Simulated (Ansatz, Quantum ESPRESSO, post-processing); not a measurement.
# Band offsets of the CuI/MgSe(110) superlattice, 5 + 5 layers, a = 5.914 Å, part 2 of 2

Wanted: the band alignment of the CuI/MgSe(110) superlattice, 5 + 5 layers, a = 5.914 Å.

Quantum ESPRESSO 7.5; plane-wave DFT, LDA, GBRV ultrasoft pseudopotentials; cross-check by Ansatz 0.2.0 with PAW datasets.

So far. Step 3 (SCF with pw.x of bulk CuI): The run needed 19 iterations to bring the estimated error under 1e-07 Ry. Step 11 (Ground state of the superlattice): The run needed 25 iterations to bring the estimated error under 1e-07 Ry; the largest force on any atom, held or free, is 1.57 eV/Å.

## 14. Projected density of states

Projections on atomic orbitals tell which layers and orbitals hold the states near the zero of energy.

Contents of pdos.in:

```
&projwfc
  prefix = 'ab'
  outdir = './out'
  filpdos = 'pdos'
  Emin = 3.037
  Emax = 10.037
  DeltaE = 0.05
  ngauss = 0
  degauss = 0.006
/
```

Launch:

```console
$ OMP_NUM_THREADS=1 mpirun -n 4 projwfc.x -in pdos.in > pdos.out
```

Wall time 6.1 s (4 MPI ranks of Arm Neoverse V2, shared host); peak memory 0.41 GiB; 24 s of CPU time.

Read from the output:

```
spilling of the projection : 0.0098
```

Gaussian width 0.006 Ry; cut where the computed bands begin to run out. Density of states against energy, zero at the Fermi level; read off at these points:

```tsv
energy (eV)	density of states (states/eV a cell)
-2.80	66.3
-2.75	82.4
-2.60	49.1
-2.40	46.8
-2.20	32.6
-2.00	34.3
-1.80	23.9
-1.60	18.7
-1.40	17.6
-1.20	14.3
-1.00	6.24
-0.80	4.84
-0.60	0.431
-0.40	0.00263
-0.20	0
0.00	0
0.20	0
0.40	0
0.60	0.0117
0.80	0.187
1.00	0
1.20	0.103
1.40	0.586
1.60	1.10
1.80	2.34
2.00	5.84
2.20	8.64
2.40	10.9
2.60	12.5
2.80	16.7
2.85	17.6
3.00	16.8
3.20	16.0
3.40	13.1
```

Projected DOS an atom over height of the atomic layer and energy from the Fermi level. Columns are the atomic layers from the bottom up.

Values in states/eV, 22 rows by 10 columns, each cell a mean:
```
0.58 0.58 0.59 0.58 0.58 0.32 0.30 0.33 0.30 0.32
0.71 0.75 0.80 0.75 0.71 0.32 0.31 0.31 0.31 0.32
0.82 0.78 0.70 0.78 0.82 0.20 0.18 0.18 0.18 0.20
0.58 0.67 0.63 0.67 0.58 0.16 0.13 0.14 0.13 0.16
0.37 0.41 0.38 0.41 0.37 0.10 0.08 0.08 0.08 0.10
0.16 0.17 0.18 0.17 0.16 0.05 0.04 0.04 0.04 0.05
0.03 0.03 0.04 0.03 0.03 0.03 0.02 0.02 0.02 0.03
0.02 0.02 0.03 0.02 0.02 0.02 0.02 0.02 0.02 0.02
0.00 0.00 0.00 0.00 0.00 0.00 0.00 0.00 0.00 0.00
0.00 0.01 0.01 0.01 0.00 0.01 0.00 0.00 0.00 0.01
0.00 0.00 0.00 0.00 0.00 0.00 0.00 0.00 0.00 0.00
0.00 0.00 0.00 0.00 0.00 0.00 0.00 0.00 0.00 0.00
0.00 0.00 0.00 0.00 0.00 0.00 0.00 0.00 0.00 0.00
0.02 0.03 0.04 0.03 0.02 0.00 0.00 0.00 0.00 0.00
0.36 0.40 0.43 0.40 0.36 0.10 0.02 0.02 0.02 0.10
1.09 0.75 0.77 0.75 1.09 0.36 0.05 0.07 0.05 0.36
1.92 1.05 0.98 1.05 1.93 0.55 0.12 0.09 0.12 0.55
2.20 1.43 1.62 1.43 2.20 0.59 0.34 0.32 0.34 0.59
2.67 1.82 2.04 1.82 2.67 0.85 0.99 1.20 0.99 0.85
3.28 2.11 2.11 2.11 3.28 0.64 1.30 1.63 1.30 0.64
3.26 5.08 4.92 5.07 3.25 0.71 1.62 1.42 1.62 0.70
1.52 3.72 3.71 3.72 1.52 1.22 1.33 0.90 1.33 1.22
```
Columns: height of the atomic layer (Å) from 0 to 18.8; rows upwards: energy from the Fermi level (eV) from -3.00 to 3.40.

Löwdin valence electrons by atom:

```tsv
atom	Löwdin valence electrons (e)
Cu1	19.4
I2	6.6
Cu3	19.5
I4	6.3
Cu5	19.5
I6	6.3
Cu7	19.5
I8	6.3
Cu9	19.4
I10	6.6
Mg11	8.6
Se12	6.9
Mg13	8.6
Se14	7.2
Mg15	8.6
Se16	7.2
Mg17	8.6
Se18	7.2
Mg19	8.6
Se20	6.9
```

The atomic orbitals miss 1.0 % of the occupied states; for empty states the projections can miss much more.

## 15. The line-up

Each edge is taken over its own crystal's mean potential and then placed on the mean potential of those layers in the superlattice:

```tsv
crystal	valence top − mean (eV)	conduction bottom − mean (eV)	mean in the superlattice (eV)
CuI	5.298	6.428	0.242
MgSe	1.753	4.203	2.709
```

Valence offset = (1.753 + 2.709) − (5.298 + 0.242) = -1.079 eV; conduction offset = 0.242 eV.

## 16. The same in Ansatz of bulk CuI

A second code with its own PAW datasets, on the same atoms.

Level of this step: plane-wave DFT, LDA, Ansatz PAW (Ansatz 0.2.0).

Contents of input.yaml:

```yaml
crystal:
  lattice:
    - [5.914, 0.0, 0.0]
    - [0.0, 4.1818295039, 0.0]
    - [0.0, 0.0, 4.1818295039]
  atoms:
    - { symbol: Cu, position: [0.0, 0.0, 0.0] }
    - { symbol: I, position: [0.25, 0.5, 0.0] }
    - { symbol: Cu, position: [0.5, 0.5, 0.5] }
    - { symbol: I, position: [0.75, 0.0, 0.5] }
kpoints:
  mp_grid: { grid: [6, 8, 8] }
hamiltonian:
  xc: lda
scf:
  occupations: { method: fermi_dirac, width: 0.02 }
  convergence: { dr2_threshold: 1.0e-08 }
output:
  eigenvalues: true
checkpoint:
  write: az.a.run
  compress: false
  write_wavefunctions: false
```

Launch:

```console
$ ansatz run input.yaml --threads 4 --pin off --max-ram 16384MiB --backend cpu --events-out ev --progress --plain --runs-dir out
```

Wall time 5.2 s (4 threads); peak memory 0.48 GiB; 20 s of CPU time.

Read from the output:

* free energy: -27823.5870 eV
* Fermi energy: 9.487 eV
* gap by band count: 1.142 eV
* symmetry operations: 16

## 17. Cross-check with Ansatz of bulk MgSe

input.yaml, the sections that differ from step 16:

```yaml
crystal:
  lattice:
    - [5.914, 0.0, 0.0]
    - [0.0, 4.1818295039, 0.0]
    - [0.0, 0.0, 4.1818295039]
  atoms:
    - { symbol: Mg, position: [0.0, 0.0, 0.0] }
    - { symbol: Se, position: [0.25, 0.5, 0.0] }
    - { symbol: Mg, position: [0.5, 0.5, 0.5] }
    - { symbol: Se, position: [0.75, 0.0, 0.5] }
checkpoint:
  write: az.b.run
  compress: false
  write_wavefunctions: false
# kpoints, hamiltonian, scf, output: as in step 16
```

Elapsed: 3 s, on 4 threads; peak memory 0.42 GiB; 11 s of CPU time.

This step gave:

```
free energy       : -14574.6670 eV
Fermi energy      : 5.313 eV
gap by band count : 2.453 eV
```

## 18. Offsets by Ansatz's align-bands

Level of this step: band offsets by ansatz align-bands; plane-wave DFT, LDA, Ansatz PAW (Ansatz 0.2.0).

Contents of align.yaml:

```yaml
offset:
  left:
    bulk: { run: az.a.run }
    window: [2.090914751969, 6.272744255906]
    period: 4.181829503937
  right:
    bulk: { run: az.b.run }
    window: [12.54548851181, 16.72731801575]
    period: 4.181829503937
  interface: { run: relax.run, axis: 3 }
```

Launch:

```console
$ ansatz align-bands align.yaml -- --threads 4 --pin off
```

The job ended after 29 s (4 threads).

This step gave:

| Property | Result |
| --- | --- |
| valence offset | -1.074 eV |
| conduction offset | 0.2369 eV |
| step of the mean potential | 0.8036 eV |
| first crystal's valence top on the superlattice's zero | 7.020 eV |
| first crystal's conduction bottom on that zero | 8.162 eV |
| second crystal's valence top on the superlattice's zero | 5.946 eV |
| second crystal's conduction bottom on that zero | 8.399 eV |

The step of the mean potential differs from pw.x's, since each set of potentials has its own local parts; only the offsets compare.

## 19. All levels side by side

All levels:

```tsv
level	valence offset (eV)	conduction offset (eV)	CPU time (s)
QE LDA GBRV ultrasoft	-1.079	0.2421	4460
Ansatz LDA PAW	-1.074	0.2369	368.3
```

The times are CPU seconds on a shared host, for the superlattice and both crystals; the codes use unlike cutoffs and datasets, and Ansatz's time holds its run of the superlattice.

## 20. Ground state of bulk MgSe, with ecutwfc = 50, ecutrho = 250 and conv_thr = 0.0001

How much does a setting matter? One run is repeated with a change.

Level of this step: plane-wave DFT, LDA, GBRV ultrasoft pseudopotentials (Quantum ESPRESSO 7.5).

Contents of b.w0.in:

```
&control
  prefix = 'b.w0'
  outdir = './out'
  pseudo_dir = './pseudo'
  calculation = 'scf'
  tprnfor = .true.
/
&system
  ibrav = 0
  nat = 4
  ntyp = 2
  ecutwfc = 50
  ecutrho = 250
  occupations = 'smearing'
  smearing = 'fd'
  degauss = 0.002
/
&electrons
  conv_thr = 0.0001
  mixing_beta = 0.5
  electron_maxstep = 120
/
ATOMIC_SPECIES
  Mg  24.3050  mg_lda_v1.4.uspp.F.UPF
  Se  78.9710  se_lda_v1.uspp.F.UPF
CELL_PARAMETERS angstrom
  5.91400000000000 0.00000000000000 0.00000000000000
  0.00000000000000 4.18182950393724 0.00000000000000
  0.00000000000000 0.00000000000000 4.18182950393724
ATOMIC_POSITIONS crystal
  Mg  0.000000000000 0.000000000000 0.000000000000
  Se  0.250000000000 0.500000000000 0.000000000000
  Mg  0.500000000000 0.500000000000 0.500000000000
  Se  0.750000000000 0.000000000000 0.500000000000
K_POINTS automatic
  6 8 8 0 0 0
```

Launch:

```console
$ OMP_NUM_THREADS=1 mpirun -n 4 pw.x -nk 4 -in b.w0.in > b.w0.out
```

Run time: 12 s. Hardware: 4 MPI ranks; peak memory 0.57 GiB; 47 s of CPU time.

The changed values were drawn from a wide range, not chosen for quality; the comparison shows what they did here together.

Beside the run it was changed from:

```tsv
quantity	this run	unchanged run	difference
free energy (eV)	-4583.259	-4583.252	-0.0076
wall time (s)	12	10	
SCF iterations	5	7
```

The free energy moves by -1.9 meV an atom.

## 21. Ground state of bulk MgSe, with no degauss

Another try, with an input changed as a hurried user might.

Contents of b.bad.in:

```
&control
  prefix = 'b.bad'
  outdir = './out'
  pseudo_dir = './pseudo'
  calculation = 'scf'
  tprnfor = .true.
/
&system
  ibrav = 0
  nat = 4
  ntyp = 2
  ecutwfc = 40
  ecutrho = 200
  occupations = 'smearing'
  smearing = 'fd'
/
&electrons
  conv_thr = 1e-07
  mixing_beta = 0.5
  electron_maxstep = 75
/
ATOMIC_SPECIES
  Mg  24.3050  mg_lda_v1.4.uspp.F.UPF
  Se  78.9710  se_lda_v1.uspp.F.UPF
CELL_PARAMETERS angstrom
  5.91400000000000 0.00000000000000 0.00000000000000
  0.00000000000000 4.18182950393724 0.00000000000000
  0.00000000000000 0.00000000000000 4.18182950393724
ATOMIC_POSITIONS crystal
  Mg  0.000000000000 0.000000000000 0.000000000000
  Se  0.250000000000 0.500000000000 0.000000000000
  Mg  0.500000000000 0.500000000000 0.500000000000
  Se  0.750000000000 0.000000000000 0.500000000000
K_POINTS automatic
  6 8 8 0 0 0
```

Launch:

```console
$ OMP_NUM_THREADS=1 mpirun -n 4 pw.x -nk 4 -in b.bad.in > b.bad.out
```

It took 0.48 s on 4 MPI ranks; peak memory 0.12 GiB.

The program refused the input before any cycle.

The program's message: “Error in routine  set_occupations (1): smearing requires a value for gaussian broadening (degauss)”

The change that led to it: system.degauss left out.

The message: “set_occupations (1): smearing requires a value for gaussian broadening (degauss)”. Smearing needs a width: set degauss, in Ry.

## 22. Summary of results

| Item | Value |
| --- | --- |
| valence top of MgSe less that of CuI | -1.08 eV |
| conduction bottom of MgSe less that of CuI | 0.24 eV |
| gap of bulk CuI along the path | 1.13 eV |
| gap of bulk MgSe along the path | 2.45 eV |
| the valence offset by Ansatz | -1.07 eV |

The valence top of MgSe lies 1.08 eV below that of CuI, and its conduction bottom 0.24 eV above (LDA, GBRV ultrasoft). At this level the alignment is straddling (type I): one gap lies inside the other. The conduction bottom lies at Γ in CuI and at Γ in MgSe. The atoms are held on ideal sites, so the interface is not relaxed. The thickness of the layers was not varied. Quantum ESPRESSO and Ansatz give -1.08 and -1.07 eV for the valence offset, which agree. Both crystals are held cubic at a = 5.914 Å, a typed value between or near their lattice constants, which no run here tested; a real film grown on one of them would be clamped in the plane and relax along the normal. Semilocal gaps are too small and can put the valleys in the wrong order, which spoils the conduction offset more than the valence offset. Spin-orbit coupling is left out; depending on the atoms that carry the levels of interest, it can split and shift them by tens to hundreds of meV.

[Logs are printed without paths, hosts, clocks, repeated set-up lines and the standing remarks that a program may print on its own settings, such as how far it seeks lower states.]

[Hosts, paths, dates, database ids (printed as entryN), source tags and the programs' standing remarks are cut or masked in the printed files.]

[Maps of the electrostatic potential energy from Ansatz leave out the sawtooth potential of an applied field or a dipole correction, so their vacuum need not be flat; planar profiles and work functions include it.]
